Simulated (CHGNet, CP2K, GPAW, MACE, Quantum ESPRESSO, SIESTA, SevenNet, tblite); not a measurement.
**How far do other methods lie from plane waves? H-capped Ge nanowire along [001] with a Si core (73 atoms)**

One geometry of H-capped Ge nanowire along [001] with a Si core (73 atoms) is solved by several programs and methods. How far do their forces lie from a plane-wave PBE run?

Results are calculated, not measured.

### Step 1. The cell

The cell holds 73 atoms (32 Ge, 13 Si and 28 H), with edges of 26.50, 26.50 and 5.66 Å. Recipe: round section of size parameter 8.03 Å cut from diamond-structure Ge (a = 5.658 Å) along [001], 1 period, broken bonds capped with H, 12 Å of vacuum, Si core of radius 4.42 Å. Then every atom was moved at random, 0.05 Å r.m.s. a Cartesian component (hydrogen 0.6 of that).

### Step 2. The reference input

Quantum ESPRESSO 7.5: Kohn-Sham DFT, PBE, SSSP efficiency 1.3.0 pseudopotentials, plane waves. Its input, pw.in:

```
&control
  calculation = 'scf'
  pseudo_dir = './pseudo'
  outdir = './tmp'
  disk_io = 'none'
  tprnfor = .true.
/
&system
  ibrav = 0
  nat = 73
  ntyp = 3
  ecutwfc = 60
  ecutrho = 480
  nosym = .true.
  occupations = 'smearing'
  smearing = 'fd'
  degauss = 0.003675
/
&electrons
  conv_thr = 3.6e-07
  electron_maxstep = 100
  mixing_beta = 0.4
  mixing_mode = 'local-TF'
  diagonalization = 'david'
/
ATOMIC_SPECIES
Ge 72.630 Ge.upf
Si 28.085 Si.upf
H 1.008 H.upf
CELL_PARAMETERS angstrom
26.50091 0.00000 0.00000
0.00000 26.50091 0.00000
0.00000 0.00000 5.65800
ATOMIC_POSITIONS crystal
Ge 0.34835 0.27579 0.50643
Ge 0.27484 0.34303 0.99963
Ge 0.34603 0.34650 0.25153
Ge 0.34999 0.42134 0.49746
[... 67 atom lines left out ...]
H 0.77237 0.65105 0.14913
H 0.72524 0.69745 0.83710
K_POINTS gamma
```

```console
$ OMP_NUM_THREADS=1 pw.x -in pw.in > output.txt
```

Wall time 56 min (1 thread of Arm Neoverse V1, shared host); peak memory 13 GiB.

It converged with an r.m.s. force component of 0.84 eV/Å.

Its highest filled and lowest empty levels lie 1.62 eV apart on its k-points.

### Step 3. What was run beside it

- CHGNet: machine-learned potential, published weights.
- CP2K 2026.2: Gaussian basis with GTH pseudopotentials and a plane-wave density; labels give functional, basis (MOLOPT sets; SR short-range, UZH the newer set with its own potentials), grid cutoff/relative cutoff and solver (OT: orbital transformation; TRS4, TC2, SIGN: linear-scaling purification with its sparsity filter), or its built-in tight binding.
- GPAW 26.7.0: PAW with atomic orbitals (LCAO), plane waves or a real-space grid of spacing h.
- MACE: machine-learned potential, published weights.
- SIESTA 5.4.2: numerical atomic orbitals, whose automatically made sets are far from complete, with PseudoDojo norm-conserving potentials that we converted to its format (checked against plane waves on the same files for H, C, O, Si, Ge and Ca alone); labels give functional, basis size, energy shift and mesh cutoff.
- SevenNet: machine-learned potential, published weights.
- tblite 0.8.0: extended tight binding, driven from Python.

All use the same cell and atoms, and the electronic-structure runs the same k-mesh.

### Step 4. All runs compared

Differences are against the reference: forces as r.m.s. over components, share as that over the reference's r.m.s. force, slope as the fitted ratio of a run's forces to the reference's.

```csv
run,"Δ force, r.m.s. (meV/Å)",share (%),slope,Δ gap (eV),cores,CPU time,memory (GiB)
reference,-,-,-,-,1,56 min,13
CHGNet r2SCAN potential,468,55.4,0.523,-,1,4.2 s,0.59
"CP2K BLYP, DZVP-MOLOPT-SR, 450/50 Ry, diagonalisation",191,22.6,0.968,0.177,2,3.2 min,7.7
"CP2K PBE+D3(BJ), DZVP-MOLOPT-SR, 450/50 Ry, diagonalisation",82.1,9.72,1.000,0.0134,2,3.3 min,7.6
"CP2K PBE, DZVP-MOLOPT (SR for Ge), 450/50 Ry, diagonalisation",25.8,3.05,0.996,0.0309,2,6.6 min,7.6
"CP2K PBE, DZVP-MOLOPT-SR, 225/50 Ry, diagonalisation (coarse)",90.3,10.7,1.012,0.0134,1,95 s,2.5
"CP2K PBE, DZVP-MOLOPT-SR, 450/20 Ry, diagonalisation (coarse)",90.1,10.7,1.010,0.0136,2,2.9 min,7.6
"CP2K PBE, DZVP-MOLOPT-SR, 450/50 Ry, OT DIIS",90.1,10.7,1.010,0.0133,2,14 min,3.4
"CP2K PBE, DZVP-MOLOPT-SR, 450/50 Ry, diagonalisation",90.1,10.7,1.010,0.0134,2,3.3 min,7.6
"CP2K PBE, DZVP-MOLOPT-SR, 630/50 Ry, diagonalisation",90.1,10.7,1.010,0.0134,2,4.7 min,11
"CP2K PBE, SZV-MOLOPT-SR, 450/50 Ry, diagonalisation (coarse)",474,56.1,1.161,1.64,1,2.5 min,7.3
"CP2K PBE, TZVP-MOLOPT (SR for Ge), 450/50 Ry, diagonalisation",24.4,2.89,0.994,0.0335,2,6.6 min,7.7
"CP2K TPSS, PBE potentials, DZVP-MOLOPT-SR, 450/50 Ry, diagonalisation",208,24.6,0.986,0.138,2,6 min,7.9
"GPAW LDA, LCAO dzp, h 0.2 Å",199,23.6,1.067,-0.0147,1,92 s,1.9
"GPAW PBE, LCAO dzp, h 0.2 Å",167,19.8,1.107,0.0771,1,2 min,1.9
"GPAW PBE, LCAO sz(dzp), h 0.2 Å (coarse)",782,92.7,1.404,0.644,1,49 s,1.6
"GPAW PBE, LCAO szp(dzp), h 0.2 Å (coarse)",435,51.5,1.236,0.315,1,98 s,1.8
"GPAW PBE, plane waves 550 eV",121,14.3,1.070,-0.0049,1,18 min,2.4
MACE MPA-0 medium potential,144,17.1,0.902,-,1,8.5 s,0.78
"SIESTA PBE, DZ, shift 0.01 Ry, mesh 300 Ry (coarse)",103,12.2,1.073,0.530,1,97 s,1
"SIESTA PBE, DZP, shift 0.005 Ry, mesh 300 Ry",98.4,11.7,1.065,0.0774,1,4.5 min,1.6
"SIESTA PBE, DZP, shift 0.01 Ry, mesh 300 Ry",104,12.3,1.046,0.0724,1,3.3 min,1.4
"SIESTA PBE, SZP, shift 0.01 Ry, mesh 300 Ry (coarse)",331,39.2,1.248,0.142,1,2.8 min,1.3
"SIESTA revPBE, PBE potentials, DZP, shift 0.01 Ry, mesh 300 Ry",140,16.6,1.066,0.121,1,3.4 min,1.4
SevenNet l3i5 potential,200,23.7,0.861,-,1,10 s,1.0
tblite GFN1-xTB,298,35.3,0.796,-,1,3.7 s,0.12
```

Rows marked coarse were listed beforehand as settings not expected to be converged; some can still land near the reference.

Times of the machine-learned potentials are mostly Python's start and the loading of weights.

Runs without a result: CP2K PBE, DZVP-MOLOPT-SR, 450/50 Ry, TRS4 filter 1e-03, SCF 1e-04 (not converged); CP2K PBE, DZVP-MOLOPT-SR, 450/50 Ry, TRS4 filter 1e-07, SCF 1e-07 (not converged); CP2K PBE, DZVP-MOLOPT-SR, 450/50 Ry, TRS4 filter 1e-05, SCF 1e-06 (not converged).

CPU time is summed over cores on shared hosts, so it is rough.

### Step 5. What came out

Forces lie from 2.9 % (CP2K PBE, TZVP-MOLOPT (SR for Ge), 450/50 Ry, diagonalisation) to 93 % (GPAW PBE, LCAO sz(dzp), h 0.2 Å, coarse) of the reference's r.m.s. force of 0.84 eV/Å away from it. Other PBE runs on plane waves or a grid: GPAW PBE, plane waves 550 eV 14 % of the r.m.s. force; potentials, cutoffs or grids differ between them, and this table alone doesn't tell which side is nearer the exact PBE result. The PBE runs in local orbitals, coarse settings apart, differ by 2.9 % (CP2K PBE, TZVP-MOLOPT (SR for Ge), 450/50 Ry, diagonalisation) to 20 % (GPAW PBE, LCAO dzp, h 0.2 Å); basis, grid and potentials can all enter. Tight binding differs by 35 % (tblite GFN1-xTB); it is another model, with fitted parameters of its own, and the xTB methods hold dispersion.

Machine-learned potentials differ by 17 % (MACE MPA-0 medium potential) to 55 % (CHGNet r2SCAN potential); they were trained on other programs' data, some at another functional. Rows with another functional or a dispersion term differ by 9.7 % (CP2K PBE+D3(BJ), DZVP-MOLOPT-SR, 450/50 Ry, diagonalisation) to 25 % (CP2K TPSS, PBE potentials, DZVP-MOLOPT-SR, 450/50 Ry, diagonalisation), which mixes the change of model with differences of basis and potentials, some of them made for another functional. Runs with settings chosen to be coarse differ by 11 % (CP2K PBE, DZVP-MOLOPT-SR, 450/20 Ry, diagonalisation) to 93 % (GPAW PBE, LCAO sz(dzp), h 0.2 Å), their programs' other errors included. SIESTA PBE, SZP, shift 0.01 Ry, mesh 300 Ry stiffens the forces by a factor of 1.25 while following their directions (correlation 0.972); the slopes of the 5 SIESTA runs lie between 1.05 and 1.25. From CP2K PBE, DZVP-MOLOPT-SR, 225/50 Ry, diagonalisation to the finer CP2K PBE, DZVP-MOLOPT-SR, 630/50 Ry, diagonalisation the share goes from 10.7 to 10.7 %, so the grid isn't what parts these runs from the reference. Gaps at PBE, coarse settings apart, lie -0.00 to +0.08 eV from the reference's, on k-points that hold the band edges only if these fold onto them.

**Limits.** Periodic xTB results under one method name differ between programs and library versions. The potentials hold different valence shells: 528 electrons in the reference, 208 in CP2K with TZVP-MOLOPT and 208 in GPAW; this bears on time and differences. GPAW's setups keep the filled d shell of Ge in the core. Machine-learned potentials mimic data converged in k, so the reference's own k-point error enters their differences. The cell is under 6 Å thick along one periodic direction, so every atom has periodic images of itself close by, which move with it. The electronic-structure runs sample only Γ, in a cell whose periodic width is 6 Å. Spin–orbit coupling is left out. Where levels are smeared, the DFT runs use Fermi–Dirac occupations at 580 K (0.05 eV), and energies are free energies. The atoms were displaced at random, and shares hang on the size of the forces that this gives. The reference's cutoffs and mesh weren't converged further here.

[Logs are printed without paths, hosts, clocks, repeated set-up lines and the standing remarks that a program may print on its own settings, such as how far it seeks lower states.]

[Hosts, paths, dates, database ids (printed as entryN), source tags and the programs' standing remarks are cut or masked in the printed files.]

[Cells were taken only where this reference lay near another plane-wave run.]
